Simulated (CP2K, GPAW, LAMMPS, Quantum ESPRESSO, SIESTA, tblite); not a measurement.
**Running amorphous carbon (123 atoms) with SIESTA**

How do the settings of SIESTA change the result for amorphous carbon (123 atoms)? A plane-wave run serves as the yardstick.

Method: the method is named at each step, in SIESTA 5.4.2.

### Step 1. The starting structure

The cell holds 123 atoms: 123 C. Cell: a = 11.143 Å, b = 11.143 Å, c = 11.143 Å, α = 90.0°, β = 90.0°, γ = 90.0°. 123 atoms (123 C) placed at random at 1.77 g/cm³, melted at 6000 K for 10 ps at fixed volume with the LCBOP (Los and Fasolino, Phys. Rev. B 68, 024107 (2003)). Quenched from 6000 K to 500 K at 120 K/ps and fixed volume, held 5 ps, then minimised at fixed cell.

The yardstick, on the same geometry:

```
method                 : Kohn-Sham DFT, PBE, SSSP efficiency 1.3.0 pseudopotentials, plane waves (Quantum ESPRESSO 7.5); sssp-pbe-1.3.0-efficiency, cutoffs 45/360 Ry, Γ point
r.m.s. force component : 1.346 eV/Å
longest force          : 5.589 eV/Å
pressure               : -9.254 GPa
time                   : 2.8 min on 4 MPI ranks of Arm Neoverse V1, shared host
CPU time               : 11 min
```

### Step 2. PBE, DZP, shift 0.01 Ry, mesh 300 Ry

Method: Kohn-Sham DFT, PBE, PseudoDojo 0.4.1 norm-conserving pseudopotentials (converted to PSML), numerical atomic orbitals (DZP), diagonalisation.

The .psml files are PseudoDojo norm-conserving potentials that we converted to this format, checked against plane waves on the same files for H, C, O, Si, Ge and Ca alone.

Input file input.fdf:

```
SystemLabel cell
NumberOfAtoms 123
NumberOfSpecies 1
%block ChemicalSpeciesLabel
  1 6 C
%endblock ChemicalSpeciesLabel
LatticeConstant 1.0 Ang
%block LatticeVectors
  11.14320 0.00000 0.00000
  0.00000 11.14320 0.00000
  0.00000 0.00000 11.14320
%endblock LatticeVectors
PAO.BasisSize DZP
PAO.EnergyShift 0.01 Ry
XC.Functional GGA
XC.Authors PBE
MeshCutoff 300 Ry
%block kgrid_Monkhorst_Pack
  1 0 0 0.0
  0 1 0 0.0
  0 0 1 0.0
%endblock kgrid_Monkhorst_Pack
SolutionMethod diagon
OccupationFunction FD
ElectronicTemperature 580 K
SCF.Mixer.Method Pulay
SCF.Mixer.Weight 0.05
SCF.Mixer.History 8
SCF.Mix Hamiltonian
MaxSCFIterations 300
SCF.DM.Tolerance 1e-04
SCF.H.Tolerance 1.0e-3 eV
WriteForces T
Write.HirshfeldPop T
Write.VoronoiPop T
Write.DM F
Write.H F
XML.Write F
AtomicCoordinatesFormat Fractional
%block AtomicCoordinatesAndAtomicSpecies
  0.56593 0.69863 0.62788 1
  0.07193 0.48872 0.81802 1
  0.47127 0.64368 0.32854 1
  0.93143 0.71032 0.07254 1
  0.77278 0.44664 0.54828 1
  0.40673 0.72632 0.97538 1
  0.16235 0.55088 0.88982 1
  0.46478 0.41843 0.28446 1
  0.31981 0.34593 0.81152 1
  0.71660 0.09275 0.54034 1
  0.88020 0.09754 0.02812 1
  0.12510 0.98863 0.50418 1
  0.09682 0.36906 0.77980 1
  0.27149 0.56685 0.81949 1
  0.26277 0.64338 0.50324 1
  0.80822 0.73369 0.04308 1
  0.34140 0.12011 0.77441 1
  0.23599 0.77977 0.74595 1
  0.07759 0.70417 0.59029 1
  0.57190 0.83111 0.25644 1
  0.38344 0.84739 0.92603 1
  0.79709 0.94575 0.71104 1
  0.91458 0.56605 0.67240 1
  0.57339 0.27662 0.44964 1
  0.72640 0.52961 0.45968 1
  0.40961 0.20928 0.20746 1
  0.99098 0.74140 0.18238 1
  0.67825 0.00678 0.17801 1
  0.18326 0.94649 0.40830 1
  0.25056 0.96803 0.11481 1
  0.51346 0.60302 0.44294 1
  0.57682 0.96018 0.24760 1
  0.00417 0.28162 0.76352 1
  0.97495 0.12916 0.94272 1
  0.95631 0.66841 0.86007 1
  0.28509 0.92746 0.33669 1
  0.85750 0.89266 0.27372 1
  0.02453 0.87900 0.71923 1
  0.72070 0.72414 0.13235 1
  0.01722 0.96545 0.14645 1
  0.39192 0.21667 0.97939 1
  0.89961 0.26869 0.56862 1
  0.70816 0.84896 0.53266 1
  0.75703 0.09022 0.98986 1
  0.47225 0.19329 0.43766 1
  0.90692 0.03951 0.13615 1
  0.06715 0.64768 0.23778 1
  0.67237 0.43205 0.81251 1
  0.68373 0.77434 0.24082 1
  0.69894 0.53271 0.73418 1
  0.47318 0.63911 0.56149 1
  0.97469 0.56627 0.78431 1
  0.44098 0.95064 0.99031 1
  0.96905 0.63435 0.57965 1
  0.48568 0.64603 0.90796 1
  0.45909 0.14826 0.31156 1
[... 63 atom lines left out ...]
  0.89768 0.86272 0.75007 1
  0.44157 0.54572 0.24828 1
  0.65756 0.03401 0.05291 1
  0.30318 0.87666 0.82255 1
%endblock AtomicCoordinatesAndAtomicSpecies
```

The run is started by

```sh
OMP_NUM_THREADS=1 mpirun -np 2 siesta < input.fdf > output.txt
```

Output:

```text
Version         : 5.4.2
reinit: System Name:
reinit: System Label: cell
initatom: Reading input for the pseudopotentials and atomic orbitals ----------
Species number:   1 Atomic number:    6 Label: C
Ground state valence configuration (from tables):   2s02  2p02  3d00  4f00
---- Processing specs for species: C
GGA--PBE XC_GGA_X_PBE--XC_GGA_C_PBE pb
C pseudopotential only contains V_ls up to l=1 -- lmxkb reset.
Using PAO.SplitTailNorm
%block ChemicalSpeciesLabel
    1    6 C                       # Species index, atomic number, species label
%endblock ChemicalSpeciesLabel
%block PAO.Basis                 # Define Basis set
C                     2                    # Species label, number of l-shells
 n=2   0   2                         # n, l, Nzeta
   4.484      3.048
   1.000      1.000
 n=2   1   2 P   1                   # n, l, Nzeta, Polarization, NzetaPol
   5.436      3.692
   1.000      1.000
%endblock PAO.Basis
coor:   Atomic-coordinates input format  =     Fractional
siesta: System type = bulk
initatomlists: Number of atoms, orbitals, and projectors:    123  1599   984
siesta: ******************** Simulation parameters ****************************
Total number of electrons:   492.000000
Total ionic charge:   492.000000
 Kpoints in:            1 . Kpoints trimmed:            1
siesta: k-grid: Number of k-points = 1
siesta: k-points from Monkhorst-Pack grid
siesta: k-cutoff (effective) =     5.572 Ang
siesta: k-point supercell and displacements
siesta: k-grid:     1     0     0      0.000
siesta: k-grid:     0     1     0      0.000
siesta: k-grid:     0     0     1      0.000
                     ====================================
                        Single-point calculation
                     ====================================
outcell: Unit cell vectors (Ang):
       11.143200    0.000000    0.000000
        0.000000   11.143200    0.000000
        0.000000    0.000000   11.143200
outcell: Cell vector modules (Ang)   :   11.143200   11.143200   11.143200
outcell: Cell angles (23,13,12) (deg):     90.0000     90.0000     90.0000
outcell: Cell volume (Ang**3)        :   1383.6612
Gamma-point calculation with multiply-connected orbital pairs
Gamma-point calculation with multiply-connected orbital pairs
Folding of H and S implicitly performed
Folding of H and S implicitly performed
new_DM -- step:     1
Initializing Density Matrix...
Attempting to read DM from file... Failed...
DM filled with atomic data:
InitMesh: MESH = 120 x 120 x 120 = 1728000
InitMesh: Mesh cutoff (required, used) =   300.000   320.512 Ry
stepf: Fermi-Dirac step function
        iscf     Eharris(eV)        E_KS(eV)     FreeEng(eV)     dDmax    Ef(eV) dHmax(eV)
   scf:    1   -19897.696732   -19995.594508   -19995.828747  1.871170 -5.525424 10.352981
   scf:    2   -20011.375212   -20005.885092   -20006.140545  0.099849 -5.494430  5.640164
   scf:    3   -20011.053274   -20009.182179   -20009.468511  0.094210 -5.453006  2.664952
   scf:    4   -20011.653049   -20010.575199   -20010.874609  0.037420 -5.388538  2.154425
   scf:    5   -20012.547793   -20011.692146   -20012.005969  0.037711 -5.285924  1.877144
   scf:    6   -20013.288403   -20012.783769   -20013.091886  0.078396 -5.094345  1.427618
   scf:    7   -20012.864496   -20013.087702   -20013.412026  0.070558 -5.008340  1.776672
   scf:    8   -20013.326363   -20013.381453   -20013.693571  0.046110 -4.933337  0.860271
   scf:    9   -20013.420033   -20013.454218   -20013.772976  0.033688 -4.916074  0.507957
   scf:   10   -20013.488816   -20013.483751   -20013.799499  0.012382 -4.910797  0.136323
   scf:   11   -20013.496005   -20013.491126   -20013.807376  0.003930 -4.910087  0.070056
   scf:   12   -20013.497948   -20013.494759   -20013.810761  0.001340 -4.909512  0.044608
[...]
scf:   19   -20013.498823   -20013.498824   -20013.815089  0.000279 -4.920455  0.003141
   scf:   20   -20013.498836   -20013.498831   -20013.815097  0.000092 -4.920862  0.002525
   scf:   21   -20013.498839   -20013.498835   -20013.815102  0.000102 -4.921196  0.001759
   scf:   22   -20013.498837   -20013.498837   -20013.815107  0.000125 -4.921518  0.001098
   scf:   23   -20013.498836   -20013.498837   -20013.815108  0.000065 -4.921609  0.000542
SCF Convergence by DM+H criterion
max |DM_out - DM_in|         :     0.0000651110
max |H_out - H_in|      (eV) :     0.0005421711
SCF cycle converged after 23 iterations
Using DM_out to compute the final energy and forces
siesta: E_KS(eV) =           -20013.4988
siesta: E_KS - E_eggbox =    -20013.4988
siesta: Atomic forces (eV/Ang):
     1    1.188799   -0.627923    1.303809
     2   -0.084709    0.418503    0.440625
     3   -0.024649   -1.452151   -0.874458
     4    1.204345    0.433283   -0.334097
     5   -0.075484   -0.940303   -1.640906
     6   -0.252527   -1.174318    1.033773
     7   -0.028287    0.411661    1.549283
     8   -0.618926    0.753800    1.594583
     9    1.070516    2.419257    0.098549
    10    0.300268   -0.257298    0.439351
    11   -0.207548    0.842393    0.271245
    12    2.266902   -1.863532   -3.741210
[...]
119   -0.875947    1.888721    0.844499
   120   -0.248434   -0.833911   -0.841642
   121    0.660153   -1.510307    0.315447
   122    0.951301    0.537328    0.197907
   123    0.381260   -1.201491    0.310515
----------------------------------------
   Tot    0.001268    0.001732    0.004921
----------------------------------------
   Max    5.036031
   Res    1.364334    sqrt( Sum f_i^2 / 3N )
----------------------------------------
   Max    5.036031    constrained
Stress tensor Voigt[x,y,z,yz,xz,xy] (kbar):       38.60       28.81       49.84      -20.23       -6.92      -26.75
(Free)E + p*V (eV/cell)   -20047.5674
Target enthalpy (eV/cell)   -20013.8151
siesta: Program's energy decomposition (eV):
siesta: Ebs     =     -6577.893348
siesta: Eions   =     34705.891322
siesta: Ena     =      9227.441797
siesta: Ekin    =     13433.098810
siesta: Enl     =      -633.683290
siesta: DEna    =      -314.059279
siesta: DUscf   =        24.660098
siesta: Ex      =     -6428.277849
siesta: Ec      =      -616.787803
siesta: Exc     =     -7045.065651
siesta: Eharris =    -20013.498836
siesta: Etot    =    -20013.498837
siesta: FreeEng =    -20013.815108
siesta: Final energy (eV):
siesta:  Band Struct. =   -6577.893348
siesta:       Kinetic =   13433.098810
siesta:       Hartree =   11631.202890
siesta:         Exch. =   -6428.277849
siesta:         Corr. =    -616.787803
siesta:   Exch.-corr. =   -7045.065651
siesta:  Ion-electron =  -35588.323666
siesta:       Ion-ion =   -2444.411219
siesta:         Total =  -20013.498837
siesta:         Fermi =      -4.921609
siesta: Stress tensor (static) (eV/Ang**3):
siesta:     0.024093   -0.016696   -0.004317
siesta:    -0.016696    0.017982   -0.012625
siesta:    -0.004318   -0.012625    0.031106
siesta: Cell volume =       1383.661242 Ang**3
siesta: Pressure (static):
siesta:                Solid            Molecule  Units
siesta:          -0.00026568         -0.00043995  Ry/Bohr**3
siesta:          -0.02439348         -0.04039475  eV/Ang**3
siesta:         -39.08266092        -64.71953068  kBar
    Orbital volume contribution        =          46.703380 eV
    (Free)E + p_basis*V_orbitals       =      -19967.111728 eV
    (Free)Eharris+ p_basis*V_orbitals  =      -19967.111728 eV
Hirshfeld Atomic Populations:
Atom #   charge [q] valence [e]  Species
     1    -0.003860    4.003860  C
     2     0.010640    3.989360  C
     3     0.004301    3.995699  C
     4    -0.002673    4.002673  C
     5     0.014106    3.985894  C
     6     0.003254    3.996746  C
     7     0.036808    3.963192  C
     8    -0.017971    4.017971  C
     9     0.006297    3.993703  C
    10    -0.016512    4.016512  C
    11    -0.001334    4.001334  C
    12    -0.030759    4.030759  C
[...]
--------------------
 Total    -0.000037
Voronoi Atomic Populations:
Atom #   charge [q] valence [e]  Species
[...]
119     0.006498    3.993502  C
   120    -0.005217    4.005217  C
   121     0.001139    3.998861  C
   122    -0.016551    4.016551  C
   123     0.000140    3.999860  C
--------------------
 Total    -0.000038
```

Wall time 3.8 min (2 MPI ranks of Arm Neoverse V1, shared host); peak memory 1.6 GiB.

Banners, paths, timers and routine set-up lines are dropped from the logs unmarked, and long logs keep their key lines alone; longer cuts are marked.

Compared with the plane-wave run:

| Property | Result |
| --- | --- |
| r.m.s. force component | 1.364 eV/Å |
| r.m.s. difference of force components | 168.9 meV/Å |
| longest difference of force vectors | 696.8 meV/Å |
| force difference over r.m.s. force | 12.55 % |
| slope of forces against the reference's | 1.006 |
| correlation of force components | 0.9923 |
| pressure | -3.908 GPa |
| pressure difference | 5.345 GPa |

This run lies far from the reference in forces at the same functional.

The surroundings of C94, picked at random, nearest first, numbered as they follow in the input and with coordinates relative to it.

| atom | x | y | z | distance (Å) | bonds | Hirshfeld charge (e) | Fx | Fy | Fz (eV/Å) |
| --- | --- | --- | --- | --- | --- | --- | --- | --- | --- |
| C94 | 0.00 | 0.00 | 0.00 | 0.00 | 3 | 0.01 | -1.88 | -0.14 | 0.53 |
| C106 | 0.70 | -0.60 | -1.14 | 1.47 | 3 | -0.01 | 1.30 | 2.64 | -0.90 |
| C122 | 0.97 | 0.69 | 0.87 | 1.47 | 3 | -0.01 | 0.95 | 0.54 | 0.20 |
| C53 | -1.44 | -0.24 | 0.17 | 1.47 | 3 | -0.01 | 0.43 | 0.74 | 0.93 |
| C67 | 1.01 | -1.99 | -1.03 | 2.46 | 3 | 0.01 | -1.92 | 0.30 | -1.08 |
| C44 | 2.08 | 1.32 | 0.17 | 2.47 | 3 | 0.00 | -0.51 | 0.23 | 0.32 |
| C59 | 1.64 | 0.26 | -1.90 | 2.53 | 3 | -0.01 | -1.91 | -0.57 | 1.86 |
| C21 | -2.09 | -1.39 | -0.54 | 2.56 | 3 | 0.00 | -0.82 | 0.81 | -1.93 |
| C28 | 1.20 | 0.39 | 2.26 | 2.59 | 3 | 0.02 | 1.61 | 0.98 | -0.58 |
| C75 | -2.35 | 0.59 | 1.01 | 2.62 | 3 | 0.02 | 0.99 | -1.06 | -1.82 |

Forces lie 13 % from the reference's, at 0.67 times its CPU time (on 2 against 4 cores).

### Step 3. PBE, SZP, shift 0.01 Ry, mesh 300 Ry

Method: Kohn-Sham DFT, PBE, PseudoDojo 0.4.1 norm-conserving pseudopotentials (converted to PSML), numerical atomic orbitals (SZP), diagonalisation.

input.fdf, as its differences from that of step 2:

```diff
@@ -12,3 +12,3 @@
 %endblock LatticeVectors
-PAO.BasisSize DZP
+PAO.BasisSize SZP
 PAO.EnergyShift 0.01 Ry
```

Output:

```text
Version         : 5.4.2
reinit: System Name:
reinit: System Label: cell
initatom: Reading input for the pseudopotentials and atomic orbitals ----------
Species number:   1 Atomic number:    6 Label: C
Ground state valence configuration (from tables):   2s02  2p02  3d00  4f00
---- Processing specs for species: C
GGA--PBE XC_GGA_X_PBE--XC_GGA_C_PBE pb
C pseudopotential only contains V_ls up to l=1 -- lmxkb reset.
Using PAO.SplitTailNorm
%block ChemicalSpeciesLabel
    1    6 C                       # Species index, atomic number, species label
%endblock ChemicalSpeciesLabel
%block PAO.Basis                 # Define Basis set
C                     2                    # Species label, number of l-shells
 n=2   0   1                         # n, l, Nzeta
   4.484
   1.000
[... lines left out ...]
Total number of electrons:   492.000000
[... lines left out ...]
stepf: Fermi-Dirac step function
        iscf     Eharris(eV)        E_KS(eV)     FreeEng(eV)     dDmax    Ef(eV) dHmax(eV)
[... lines left out ...]
SCF Convergence by DM+H criterion
[... lines left out ...]
SCF cycle converged after 21 iterations
[... lines left out ...]
   Max    4.982944
[... lines left out ...]
   Max    4.982944    constrained
Stress tensor Voigt[x,y,z,yz,xz,xy] (kbar):      -58.38      -60.10      -38.57      -19.50       -6.79      -15.55
[... lines left out ...]
Target enthalpy (eV/cell)   -19902.8546
siesta: Program's energy decomposition (eV):
siesta: Ebs     =     -7027.333546
siesta: Eions   =     34705.891322
siesta: Ena     =      9227.441797
siesta: Ekin    =     12649.185694
siesta: Enl     =      -418.557971
siesta: DEna    =       227.842670
siesta: DUscf   =        15.174018
siesta: Ex      =     -6277.533906
siesta: Ec      =      -620.199497
siesta: Exc     =     -6897.733403
siesta: Eharris =    -19902.538540
siesta: Etot    =    -19902.538516
siesta: FreeEng =    -19902.854559
siesta: Final energy (eV):
siesta:  Band Struct. =   -7027.333546
siesta:       Kinetic =   12649.185694
siesta:       Hartree =   11037.079902
siesta:         Exch. =   -6277.533906
siesta:         Corr. =    -620.199497
siesta:   Exch.-corr. =   -6897.733403
siesta:  Ion-electron =  -34246.659490
siesta:       Ion-ion =   -2444.411219
siesta:         Total =  -19902.538516
siesta:         Fermi =      -5.828727
siesta: Stress tensor (static) (eV/Ang**3):
siesta:    -0.036439   -0.009707   -0.004237
siesta:    -0.009707   -0.037514   -0.012170
siesta:    -0.004237   -0.012170   -0.024076
siesta: Cell volume =       1383.661242 Ang**3
siesta: Pressure (static):
siesta:                Solid            Molecule  Units
siesta:           0.00035589          0.00021381  Ry/Bohr**3
siesta:           0.03267643          0.01963108  eV/Ang**3
siesta:          52.35341908         31.45245376  kBar
    Orbital volume contribution        =          39.208455 eV
    (Free)E + p_basis*V_orbitals       =      -19863.646104 eV
    (Free)Eharris+ p_basis*V_orbitals  =      -19863.646128 eV
Hirshfeld Atomic Populations:
Atom #   charge [q] valence [e]  Species
     1    -0.006539    4.006539  C
     2     0.008554    3.991446  C
     3     0.002811    3.997189  C
[...]
--------------------
 Total    -0.000013
Voronoi Atomic Populations:
Atom #   charge [q] valence [e]  Species
[...]
122    -0.015717    4.015717  C
   123     0.002362    3.997638  C
--------------------
 Total    -0.000013
```

It took 2.6 min on 2 MPI ranks; peak memory 1.4 GiB; 5.1 min of CPU time.

Compared with the plane-wave run:

* r.m.s. force component: 1.411 eV/Å
* r.m.s. difference of force components: 424.9 meV/Å
* longest difference of force vectors: 1699 meV/Å
* force difference over r.m.s. force: 31.58 %
* slope of forces against the reference's: 1
* correlation of force components: 0.9536
* pressure: 5.235 GPa
* pressure difference: 14.49 GPa

This is a coarse setting, run to see what it loses.

Against the first run (13 %), the force difference from the reference is 32 %, at 0.68 times the CPU time, with 1107 basis functions against 1599: the smaller basis costs accuracy.

(Part 1 of 2 ends here.)

[Also dropped from logs without a mark: logging warnings of Python, and SIESTA's first energy breakdown and zero terms.]

[Logs are printed without paths, hosts, clocks, repeated set-up lines and the standing remarks that a program may print on its own settings, such as how far it seeks lower states.]

[Hosts, paths, dates, database ids (printed as entryN), source tags and the programs' standing remarks are cut or masked in the printed files.]
